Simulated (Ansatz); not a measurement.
# Na4SrIn: relaxing a made-up structure, part 2 of 2

Starting from a made-up structure for Na4SrIn, the aim is the relaxed cell, its shortest contacts and, where a second run follows, its electronic structure.

Ansatz 0.2.0; DFT, r2SCAN, plane-wave PAW, files of the set soft_1, scalar-relativistic, no spin, cell and ions relaxed at zero pressure; PAW set soft_1 (the session's first sound run).

So far: The structure; Relaxation of the guess. The relaxed cell has a = 9.213 Å (conventional setting).

### Step 3. Bands of the relaxed cell

With the geometry fixed, one more self-consistent run, with a narrower smearing and the mesh shown in its input, gives the bands, and its pressure, and its forces where symmetry allows any, show how far the geometry depends on these settings.

This step: DFT, r2SCAN, plane-wave PAW, files of the set soft_1, scalar-relativistic, no spin, bands and density of states at the relaxed cell; PAW set soft_1 (Ansatz 0.2.0).

Input file input.yaml:

```yaml
crystal:
  lattice:
    - [0.0, 4.6063986854, 4.6063986854]
    - [4.6063986854, 0.0, 4.6063986854]
    - [4.6063986854, 4.6063986854, 0.0]
  atoms:
    - { symbol: In, position: [0.25, 0.25, 0.25] }
    - { symbol: Sr, position: [0.0, 0.0, 0.0] }
    - { symbol: Na, position: [0.6234059508, 0.6234059508, 0.1297821475] }
    - { symbol: Na, position: [0.6234059508, 0.1297821475, 0.6234059508] }
    - { symbol: Na, position: [0.6234059508, 0.6234059508, 0.6234059508] }
    - { symbol: Na, position: [0.1297821475, 0.6234059508, 0.6234059508] }
kpoints:
  mp_grid: { grid: [6, 6, 6] }
  band_path:
    path:
      - [[0.0, 0.0, 0.0], [0.5, 0.0, 0.5], [0.5, 0.25, 0.75], [0.375, 0.375, 0.75], [0.0, 0.0, 0.0], [0.5, 0.5, 0.5], [0.625, 0.25, 0.625], [0.5, 0.25, 0.75], [0.5, 0.5, 0.5], [0.375, 0.375, 0.75]]
      - [[0.625, 0.25, 0.625], [0.5, 0.0, 0.5]]
    npoints: 8
scf:
  occupations: { method: fermi_dirac, width: 0.03 }
  n_extra_bands: 10
hamiltonian:
  xc: r2scan
  pseudopotentials: { kind: paw, azcp: { folder: soft_1 } }
output:
  forces: true
  stress: true
  write_bands: true
  dos: { projected: true }
  write_density: true
  write_potential: true
  elf: true
  volumetric_format: npy
```

On the command line:

```sh
> ansatz run input.yaml --threads 4 --pin off --max-ram 10240MiB --backend cpu --events-out ev --progress --plain --runs-dir out
```

Numbers of over 12 decimals in the logs are rounded to 6 here.

The program printed:

```text
[...]
Crystal: 6 atoms, lattice volume = 195.486 Å³
Basis set: ecut = 500 eV, 4957 PW (Γ), exchange–correlation on 192×192×192 points (64 copies of the dense FFT grid, shifted against one another)
Bands: 40, of which v1, the nominal top of the filled ones, is band 30 counted from 1 (29 counted from 0)
Symmetry: 24 space group operations
[...]
k-points: 16 of 216 (time reversal used)
[...]
SCF iter   1: F=—  HF=-15122.459478 eV  |F-HF|=—  |Δ(HF+E_count)|=         —  Δρ=2.90e-2  dr2=3.34e0  dr2_τ=9.65e-3  ethr=3.10e-3  ⟨swp⟩=8.7  Hψ=3214  notcnv=0
[...]
SCF iter   8: F=-15121.576774 eV  HF=-15121.576774 eV  |F-HF|=3.09e-8  |Δ(HF+E_count)|=   4.09e-7  Δρ=3.14e-6  dr2=3.27e-8  dr2_τ=5.22e-10  ethr=1.69e-10  ⟨swp⟩=19.2  Hψ=5778  notcnv=0
SCF 1 converged in 8 iterations: F = -15121.576774 eV  dr2 = 3.27e-8
[...]
NSCF: frozen V_eff on 82 k-points
SCF converged after 8 iterations
Free energy (F): -15121.576774 eV
[...]
Internal energy: -15121.566576 eV  (E = F + TS)
E sigma→0 (E₀):  -15121.571675 eV
Entropy (-TS):   -0.010198 eV (-1.700 meV/atom)
Fermi energy:    4.431553 eV
[...]
--- Forces (eV/Å), atoms counted from 1 ---
  atom   1  In    -0.00000000     0.00000000    -0.00000000
  atom   2  Sr     0.00000000    -0.00000000     0.00000000
  atom   3  Na     0.01214163     0.01214163    -0.01214163
  atom   4  Na     0.01214163    -0.01214163     0.01214163
  atom   5  Na    -0.01214163    -0.01214163    -0.01214163
  atom   6  Na    -0.01214163     0.01214163     0.01214163
  max |Σ_I F_I| component: 1.42e-16 eV/Å
--- Stress (GPa, compression-positive) ---
        0.090579       0.000000       0.000000
       -0.000000       0.090579       0.000000
       -0.000000       0.000000       0.090579
  P = ⅓ Tr σ = 0.0906 GPa (0.906 kbar)
--- Band table (eV; the first three rows and the last of 16) ---
  k-point 0: bands = [... 26 lower, 3.3678, 4.0480, 4.0480, 4.0480, 5.9974, 5.9974, 6.0082, 6.3228, ... 6 higher]
  k-point 1: bands = [... 26 lower, 2.6988, 4.0385, 4.0385, 4.5232, 5.6635, 5.7522, 5.7522, 6.1439, ... 6 higher]
  k-point 2: bands = [... 26 lower, 1.9263, 4.0097, 4.0097, 4.3760, 5.3647, 5.5057, 5.5057, 6.4972, ... 6 higher]
  k-point 15: bands = [... 26 lower, 2.1319, 2.6717, 2.8009, 4.3505, 5.3142, 5.9415, 6.4099, 6.5947, ... 6 higher]
```

The job ended after 18 s (4 threads of Arm Neoverse V1, shared host; peak memory 1.2 GiB).

This step gave:

```yaml
free_energy: -15121.5768 eV
energy_at_zero_smearing: -15121.5717 eV
smearing_term_ts: 0.01020 eV
fermi_energy: 4.432 eV
pressure: 0.09058 GPa
```

From bands.tsv, the bands that come nearest the Fermi level along the path, at its corners, in eV from the Fermi level:

| point | band 27 | band 28 | band 29 | band 30 | band 31 | band 32 | band 33 | band 34 |
| --- | --- | --- | --- | --- | --- | --- | --- | --- |
| Γ | -1.06 | -0.38 | -0.38 | -0.38 | 1.57 | 1.57 | 1.58 | 1.89 |
| X | -2.53 | -1.34 | -0.91 | -0.91 | -0.09 | 2.14 | 2.14 | 2.22 |
| W | -2.08 | -1.95 | -1.84 | 0.25 | 1.18 | 1.50 | 1.51 | 2.17 |
| K | -2.27 | -2.11 | -0.77 | -0.68 | 1.04 | 1.70 | 1.92 | 2.13 |
| Γ | -1.06 | -0.38 | -0.38 | -0.38 | 1.57 | 1.57 | 1.58 | 1.89 |
| L | -2.86 | -0.44 | -0.44 | -0.18 | 0.65 | 1.00 | 1.00 | 2.10 |
| U | -2.27 | -2.11 | -0.77 | -0.68 | 1.04 | 1.70 | 1.92 | 2.13 |
| W | -2.08 | -1.95 | -1.84 | 0.25 | 1.18 | 1.50 | 1.51 | 2.17 |
| L | -2.86 | -0.44 | -0.44 | -0.18 | 0.65 | 1.00 | 1.00 | 2.10 |
| K | -2.27 | -2.11 | -0.77 | -0.68 | 1.04 | 1.70 | 1.92 | 2.13 |
| U | -2.27 | -2.11 | -0.77 | -0.68 | 1.04 | 1.70 | 1.92 | 2.13 |
| X | -2.53 | -1.34 | -0.91 | -0.91 | -0.09 | 2.14 | 2.14 | 2.22 |

States per cell as run, both spins, in windows of 1 eV, from dos.tsv (zero at the Fermi level): Near the top, bands beyond those computed are missing, so counts there can be too low.

```
from  to  total
  -8  -7   0.00
  -7  -6   0.00
  -6  -5   1.61
  -5  -4   0.39
  -4  -3   0.00
  -3  -2   1.87
  -2  -1   1.97
  -1   0   3.27
   0   1   2.62
   1   2   5.10
   2   3   4.36
   3   4   2.92
```

Below -8 eV lie 50.0 more states.

### Step 4. Summary of results

| Property | Result |
| --- | --- |
| space group, relaxed | F-43m |
| conventional cell | a = 9.213, b = 9.213, c = 9.213 Å; α = 90.0°, β = 90.0°, γ = 90.0° |
| volume per atom | 32.58 Å³ (guess 30.86) |

In words: Na4SrIn relaxes to F-43m with a = 9.213, b = 9.213 and c = 9.213 Å. The guessed volume was 5 % too small. The space group F-43m was held in the relaxation, so the end point is a stationary structure within it and may be a saddle against distortions or other arrangements. Bands cross the Fermi level, so it is a metal or semimetal at this level. The electron count is odd, which forces that without spin polarisation or a larger cell. On the 6×6×6 mesh with the narrower smearing (relaxed on 5×5×5) the largest force component is 0.012 eV/Å and the largest stress component is 0.091 GPa, against the relaxation's thresholds of 0.015 eV/Å and 0.05 GPa. The cutoff wasn't tested. No dispersion term is used, so weakly bound directions may come out too long. Nothing here tests whether the compound is stable against decomposition.

[Logs are printed without paths, hosts, clocks, repeated set-up lines and the standing remarks that a program may print on its own settings, such as how far it seeks lower states.]

[Hosts, paths, dates, database ids (printed as entryN), source tags and the programs' standing remarks are cut or masked in the printed files.]
